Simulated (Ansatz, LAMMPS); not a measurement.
**Glassy 76SiO2-24K2O (mol %) (114 atoms) in motion**

Wanted: a short trajectory of glassy 76SiO2-24K2O (mol %) (114 atoms) with its pair distributions.

Calculated with Ansatz 0.2.0; Kohn-Sham DFT, PBE, PAW (set soft_2), plane waves.

## Step 1: The starting structure

The cell holds 114 atoms: 29 Si, 18 K and 67 O. Its edges and angles: a = 12.227 Å, b = 12.227 Å, c = 12.227 Å, α = 90.0°, β = 90.0°, γ = 90.0°. 114 atoms (29 Si, 18 K, 67 O) placed at random at 2.38 g/cm³, melted at 4000 K for 10 ps at fixed volume with the Morse and Coulomb pair potential with partial charges (Pedone, Malavasi, Menziani, Cormack and Segre, J. Phys. Chem. B 110, 11780 (2006)). Quenched from 4000 K to 300 K at 25 K/ps and fixed volume, held 10 ps at zero pressure, then minimised at fixed cell.

Before any run, some limits are plain. The quench rate of 25 K/ps is orders of magnitude faster than experiment, which tends to freeze in extra defects. The starting topology of bonds comes from the classical model. Only the Γ point is sampled, in a cell whose shortest periodic width is 12 Å.

## Step 2: Dynamics at 300 K

A Nosé–Hoover thermostat steers the temperature while disturbing the dynamics little. The time step is 1.0 fs.

Input file input.yaml:

```yaml
crystal:
  lattice:
    - [12.22663, 0.0, 0.0]
    - [0.0, 12.22663, 0.0]
    - [0.0, 0.0, 12.22663]
  atoms:
    - { symbol: Si, position: [0.78267, 0.99483, 0.80295] }
    - { symbol: Si, position: [0.23078, 0.9422, 0.47782] }
    - { symbol: Si, position: [0.32751, 0.01664, 0.25652] }
    - { symbol: Si, position: [0.22619, 0.55986, 0.87544] }
    [... 104 atom lines left out ...]
    - { symbol: O, position: [0.59152, 0.85633, 0.01537] }
    - { symbol: O, position: [0.24589, 0.82144, 0.511] }
    - { symbol: O, position: [0.64502, 0.38547, 0.31512] }
    - { symbol: O, position: [0.66268, 0.95117, 0.83327] }
    - { symbol: O, position: [0.34453, 0.49547, 0.88056] }
    - { symbol: O, position: [0.59296, 0.56813, 0.20642] }
kpoints:
  mp_grid: { grid: [1, 1, 1] }
hamiltonian:
  xc: pbe
scf:
  occupations: { method: fixed }
output:
  forces: true
  stress: true
md:
  timestep: 1.0
  n_steps: 117
  ensemble: nvt_nose_hoover
  temperature: 300
  initial_velocities: maxwell_boltzmann
  seed: 4614
```

Run with:

```console
ansatz run input.yaml --threads 4 --pin off --max-ram 8192MiB --backend cpu --events-out ev --progress --plain --runs-dir out
```

The job ended after 27 min (4 threads of Arm Neoverse V1, shared host; peak memory 2.5 GiB; 1.8 h of CPU time).

The program notes that the SCF threshold is loose for the stress and it switched symmetry off.

Rows from the run:

```
time (fs)  T (K)  potential (meV/atom)  conserved (meV/atom)
      0.0    300                   0.0                  0.00
      8.0    385                 -10.9                 -0.04
     16.0    428                 -16.7                 -0.05
     23.0    336                  -5.2                 -0.02
     31.0    273                   2.5                  0.00
     39.0    328                  -4.9                 -0.04
     47.0    378                 -11.8                 -0.03
     55.0    383                 -13.2                 -0.05
     62.0    304                  -3.7                 -0.01
     70.0    334                  -8.2                 -0.05
     78.0    337                  -9.4                 -0.03
     86.0    354                 -12.4                 -0.05
     94.0    316                  -8.3                 -0.02
    101.0    337                 -11.6                 -0.05
    109.0    321                 -10.3                 -0.04
    117.0    324                 -11.3                 -0.04
```

Mean square displacement from the first frame to the last: Si 0.035 Å², K 0.13 Å², O 0.070 Å².

Mean square displacement against time lag:

```csv
time lag (fs),K (Å²),O (Å²),Si (Å²)
1.0,1.8e-5,5.2e-5,3.4e-5
3.0,1.6e-4,4.7e-4,3.1e-4
5.0,4.4e-4,0.00128,8.4e-4
8.0,0.00111,0.00316,0.00204
10.0,0.00173,0.00477,0.00306
13.0,0.00291,0.00756,0.00476
15.0,0.00385,0.00955,0.00593
17.0,0.00492,0.0116,0.00707
20.0,0.00673,0.0146,0.00864
22.0,0.00808,0.0165,0.00956
25.0,0.0103,0.0192,0.0107
27.0,0.0119,0.0209,0.0113
30.0,0.0145,0.0234,0.0121
32.0,0.0163,0.0249,0.0125
34.0,0.0183,0.0264,0.0128
37.0,0.0213,0.0286,0.0132
39.0,0.0234,0.0299,0.0135
42.0,0.0267,0.0319,0.0139
44.0,0.0289,0.0331,0.0142
46.0,0.0312,0.0342,0.0145
49.0,0.0348,0.0358,0.0150
51.0,0.0373,0.0367,0.0154
54.0,0.0410,0.0379,0.0161
56.0,0.0435,0.0386,0.0166
59.0,0.0474,0.0397,0.0174
```

Over the second half of 117 fs the temperature averages 329 K with swings of 16 K r.m.s. The conserved energy stays within 0.07 meV/atom. From first frame to last K has the largest mean square displacement, 0.13 Å² at the end; the farthest move is 0.61 Å. The count of bonds goes from 223 in the first frame to 225 in the last, by one set of cutoffs: 5 pairs passed out of them and 7 came within. The run spans 0.12 ps, too short for its means to be equilibrium values.

## Step 3: Local order late in the run

The g(r) is a mean over the second half; what follows it is taken at the last frame.

Density 2.35 g/cm³, 16.03 Å³ an atom.

Mean of 16 frames. Pair distribution functions g(r), in bins of 0.2 Å:

| r (Å) | total | O-O | O-Si | O-K | Si-Si | Si-K | K-K |
| --- | --- | --- | --- | --- | --- | --- | --- |
| 1.50 | 1.02 | 0.00 | 3.42 | 0.00 | 0.00 | 0.00 | 0.00 |
| 1.70 | 3.79 | 0.00 | 12.68 | 0.00 | 0.00 | 0.00 | 0.00 |
| 1.90 | 0.02 | 0.00 | 0.06 | 0.00 | 0.00 | 0.00 | 0.00 |
| 2.10 | 0.00 | 0.00 | 0.00 | 0.00 | 0.00 | 0.00 | 0.00 |
| 2.30 | 0.02 | 0.00 | 0.00 | 0.10 | 0.00 | 0.00 | 0.00 |
| 2.50 | 0.92 | 1.75 | 0.00 | 1.65 | 0.00 | 0.00 | 0.00 |
| 2.70 | 2.39 | 5.62 | 0.00 | 2.38 | 0.04 | 0.00 | 0.00 |
| 2.90 | 0.68 | 0.68 | 0.01 | 1.60 | 2.23 | 0.05 | 0.00 |
| 3.10 | 0.87 | 0.40 | 0.30 | 1.33 | 5.44 | 0.51 | 0.08 |
| 3.30 | 0.83 | 0.60 | 0.71 | 0.83 | 1.24 | 1.80 | 1.32 |
| 3.50 | 0.97 | 0.62 | 1.21 | 0.49 | 0.00 | 3.17 | 1.88 |
| 3.70 | 1.13 | 0.78 | 1.67 | 0.85 | 0.11 | 1.69 | 2.42 |
| 3.90 | 1.06 | 0.76 | 1.56 | 0.71 | 0.25 | 1.50 | 2.39 |
| 4.10 | 1.15 | 0.82 | 1.92 | 0.75 | 0.94 | 0.81 | 1.16 |
| 4.30 | 1.13 | 0.75 | 1.75 | 0.77 | 1.29 | 1.10 | 1.33 |
| 4.50 | 0.82 | 0.81 | 0.69 | 0.91 | 1.15 | 0.75 | 1.48 |
| 4.70 | 0.97 | 1.17 | 0.76 | 1.10 | 0.97 | 0.62 | 0.97 |
| 4.90 | 1.21 | 1.57 | 0.65 | 1.74 | 1.34 | 0.54 | 0.65 |
| 5.10 | 1.06 | 1.54 | 0.59 | 1.12 | 1.01 | 0.61 | 1.09 |
| 5.30 | 0.94 | 1.32 | 0.67 | 0.75 | 1.01 | 0.69 | 1.04 |
| 5.50 | 0.90 | 0.73 | 1.04 | 0.96 | 1.14 | 0.72 | 0.97 |
| 5.70 | 0.89 | 0.77 | 1.19 | 0.65 | 1.04 | 0.82 | 0.64 |
| 5.90 | 0.98 | 0.86 | 1.00 | 0.98 | 1.09 | 1.27 | 1.07 |

Bonds by pair of elements; cutoffs follow the first minimum of g(r), held within bounds set by covalent radii, and pairs that aren't listed don't count as bonded:

```
pair A-B  cutoff (Å)  bonds  mean length (Å)  spread (Å)  shortest (Å)  B about A  A about B
    O-Si        2.16    116             1.65       0.056          1.52       1.73          4
     O-K        3.48    109             2.90       0.267          2.47       1.63       6.06
```

How many atoms have how many bonded neighbours:

```
element  mean   2   3   4   5  6  7  8
      K  6.06   0   0   1   4  7  5  1
      O  3.36  12  29  16  10  0  0  0
     Si     4   0   0  29   0  0  0  0
```

Bond angles (no mean is given where the spread exceeds 20°):

| angle | count | mean (°) | spread (°) |
| --- | --- | --- | --- |
| O-K-O | 284 | - | - |
| O-Si-O | 174 | 109 | 5.7 |
| K-O-Si | 163 | 106 | 19.9 |
| K-O-K | 83 | - | - |
| Si-O-Si | 49 | 139 | 13.3 |

Oxygen atoms by the number of network formers (Si, P, Ge, B, Al, As, Ga) bound to them:

```csv
network formers bound to O,O atoms,per cent
0,0,0
1,18,26.9
2,49,73.1
```

Network units: each former by its oxygen neighbours and how many of them bridge to another former:

| former | O neighbours | bridging O | atoms |
| --- | --- | --- | --- |
| Si | 4 | 2 | 3 |
| Si | 4 | 3 | 12 |
| Si | 4 | 4 | 14 |

Bond length by coordination (bonds to H left out):

```csv
element,coordination,atoms,mean bond length (Å)
K,4,1,2.91
K,5,4,2.86
K,6,7,2.90
K,7,5,2.90
K,8,1,2.94
O,2,12,1.68
O,3,29,2.09
O,4,16,2.42
O,5,10,2.59
```

Rings of the network by King's shortest-path rule, up to 12 atoms, one path for each pair of neighbours; H, halogens, alkali and alkaline-earth atoms are left out, and the last column divides by all other atoms, bonded or not:

```
ring size (atoms)  rings  per network atom
                6      1              0.01
                8      6             0.062
               10      6             0.062
               12     15             0.156
```

For some of the pairs, g(r) has its first main peak near 2.7 Å (O-O), 1.6 Å (O-Si), 2.6 Å (O-K), 3.1 Å (Si-Si) and 3.5 Å (Si-K). With the cutoffs above, 39 % of K atoms have 6, 43 % of O atoms have 3 and all Si atoms have 4 bonded neighbours. 73 % of the oxygens bridge two formers (Si) and 27 % are non-bridging. The commonest Si unit has 4 oxygens, 4 of them shared with other formers (14 of 29 atoms). Rings of 12 atoms are the most common (54 % of those counted); sizes run from 6 to 12, where the search stops.

## Step 4: Single point at the last frame

The last frame is solved once more, with the analyses that the dynamics left out.

Input file input.yaml:

```yaml
crystal:
  lattice:
    - [12.22663, 0.0, 0.0]
    - [0.0, 12.22663, 0.0]
    - [0.0, 0.0, 12.22663]
  atoms:
    - { symbol: Si, position: [0.78422, 0.00348, 0.79641] }
    - { symbol: Si, position: [0.2422, 0.93776, 0.48002] }
    - { symbol: Si, position: [0.33001, 0.00745, 0.2492] }
    - { symbol: Si, position: [0.24441, 0.57289, 0.87776] }
    [... 104 atom lines left out ...]
    - { symbol: O, position: [0.57297, 0.87525, 0.02876] }
    - { symbol: O, position: [0.26425, 0.81224, 0.52202] }
    - { symbol: O, position: [0.64088, 0.39, 0.32006] }
    - { symbol: O, position: [0.66119, 0.95731, 0.82042] }
    - { symbol: O, position: [0.37129, 0.53125, 0.86389] }
    - { symbol: O, position: [0.58174, 0.58082, 0.21444] }
kpoints:
  mp_grid: { grid: [1, 1, 1] }
hamiltonian:
  xc: pbe
scf:
  occupations: { method: fixed }
output:
  forces: true
  stress: true
  populations: intrinsic
  dos:
    method: { smearing: { sigma: 0.15 } }
    de: 0.1
    projected: { site_lists: { K: [K], O: [O], Si: [Si] } }
  eigenvalues: true
  write_density: true
  write_potential: true
  volumetric_format: npy
```

Run time: 41 s. Hardware: 4 threads; peak memory 2.6 GiB; 2.6 min of CPU time.

The program notes that the exchange-correlation potential is rough where the density is thin.

Numbers from this run:

| Property | Result |
| --- | --- |
| free energy | -84255.4530 eV |
| free energy per atom | -739.0829 eV/atom |
| SCF cycles | 9 |
| pressure | 1.021 GPa |
| r.m.s. force component | 0.8816 eV/Å |
| longest force | 4.926 eV/Å |
| Fermi energy | 3.405 eV |
| gap (highest filled to lowest empty level) | 3.309 eV |

Neighbours are counted within 2.16 Å (O-Si), 3.48 Å (O-K), the cutoffs taken from the dynamics.

Length of the force by element and coordination:

```csv
element,coordination,atoms,mean length of the force (eV/Å),spread,least,most
K,all,18,0.287,0.156,0.0608,0.657
K,4,1,0.242,0,0.242,0.242
K,5,4,0.211,0.0741,0.103,0.304
K,6,7,0.297,0.158,0.119,0.626
K,7,5,0.317,0.198,0.0608,0.657
K,8,1,0.418,0,0.418,0.418
O,all,67,1.23,0.579,0.261,2.87
O,2,12,1.05,0.472,0.425,2.07
O,3,29,1.32,0.641,0.322,2.87
O,4,16,1.17,0.599,0.261,2.68
O,5,10,1.26,0.378,0.626,1.96
Si,all,29,2.02,0.884,0.670,4.93
```

Intrinsic-atomic-orbital charges by element and coordination:

```csv
element,coordination,atoms,mean charge (e),spread,least,most
K,all,18,0.867,0.0075,0.853,0.878
K,4,1,0.869,0,0.869,0.869
K,5,4,0.870,0.0069,0.858,0.875
K,6,7,0.866,0.0056,0.858,0.875
K,7,5,0.869,0.0093,0.853,0.878
K,8,1,0.857,0,0.857,0.857
O,all,67,-0.953,0.0874,-1.14,-0.855
O,2,12,-0.887,0.0376,-1.01,-0.855
O,3,29,-0.922,0.0463,-1.07,-0.872
O,4,16,-1.00,0.0944,-1.13,-0.888
O,5,10,-1.04,0.0978,-1.14,-0.909
Si,all,29,1.66,0.0616,1.54,1.75
```

Density of states as counts of states in windows of 1 eV (from the Fermi level), total and the larger projections:

| from (eV) | to (eV) | total | O p | Si p | K p |
| --- | --- | --- | --- | --- | --- |
| -14 | -13 | 0.1 | 0.0 | 0.0 | 0.1 |
| -13 | -12 | 48.9 | 0.4 | 0.1 | 48.0 |
| -12 | -11 | 56.3 | 0.7 | 0.1 | 55.1 |
| -11 | -10 | 4.9 | 1.4 | 0.1 | 2.7 |
| -10 | -9 | 14.2 | 9.4 | 0.8 | 0.1 |
| -9 | -8 | 16.3 | 11.1 | 1.5 | 0.1 |
| -8 | -7 | 17.5 | 12.6 | 2.5 | 0.0 |
| -7 | -6 | 33.5 | 25.5 | 6.5 | 0.1 |
| -6 | -5 | 21.5 | 16.7 | 3.5 | 0.1 |
| -5 | -4 | 44.7 | 36.8 | 4.1 | 0.1 |
| -4 | -3 | 68.0 | 60.1 | 3.4 | 0.2 |
| -3 | -2 | 83.0 | 76.6 | 2.3 | 0.2 |
| -2 | -1 | 47.0 | 43.7 | 1.2 | 0.2 |
| -1 | 0 | 51.4 | 47.9 | 1.6 | 0.2 |
| 0 | 1 | 2.6 | 2.4 | 0.0 | 0.0 |
| 1 | 3 | 0.0 | 0.0 | 0.0 | 0.0 |
| 3 | 4 | 2.0 | 0.0 | 0.0 | 0.0 |
| 4 | 5 | 8.3 | 0.6 | 0.4 | 0.1 |

With fixed occupations the program's Fermi level is the highest filled level; weight inside the gap is the broadening of levels at its edges.

Between -26 and -14 eV lie 134 more states.

The stored curve holds about 644 of the 680 electrons; the rest, give or take the few that broadening carries across the Fermi level, lie in deeper levels below its range.

The levels nearest the highest filled one (over half full), pooled over k-points and spins:

```csv
level less the highest filled one (eV),occupation
-0.289,2
-0.235,2
-0.214,2
-0.121,2
-0.0443,2
0,2
3.31,0
4.25,0
4.50,0
4.56,0
4.88,0
5.02,0
```

Mean intrinsic-atomic-orbital charges: K +0.87, O -0.95, Si +1.66 e.

## Step 5: What came out

* mean temperature, second half: 328.6 K
* temperature swing, second half: 15.75 K
* mean pressure, second half: 1.807 GPa
* slope of the conserved energy against time, by least squares: -0.1451 meV/atom/ps
* free energy per atom: -739.0829 eV/atom
* pressure: 1.021 GPa
* r.m.s. force component: 0.8816 eV/Å
* gap (highest filled to lowest empty level): 3.309 eV
* wall time of the 2 DFT runs: 28 min

Over the second half of 117 fs the temperature averages 329 K with swings of 16 K r.m.s. The conserved energy stays within 0.07 meV/atom. The count of bonds goes from 223 in the first frame to 225 in the last, by one set of cutoffs: 5 pairs passed out of them and 7 came within. The run spans 0.12 ps, too short for its means to be equilibrium values. With the cutoffs above, 39 % of K atoms have 6, 43 % of O atoms have 3 and all Si atoms have 4 bonded neighbours. 73 % of the oxygens bridge two formers (Si) and 27 % are non-bridging. The highest filled and lowest empty levels differ by 3.31 eV (at Γ alone); a semilocal functional tends to put such gaps too low. In a disordered cell it changes from sample to sample, and tail or defect levels can set it.

**Limits.** The starting topology of bonds comes from the classical model; in DFT 5 of its 223 bonded pairs passed out of the cutoffs and 7 came within them. The pressure of a single frame lacks the kinetic term, about 0.28 GPa here.

[Logs are printed without paths, hosts, clocks, repeated set-up lines and the standing remarks that a program may print on its own settings, such as how far it seeks lower states.]

[Hosts, paths, dates, database ids (printed as entryN), source tags and the programs' standing remarks are cut or masked in the printed files.]
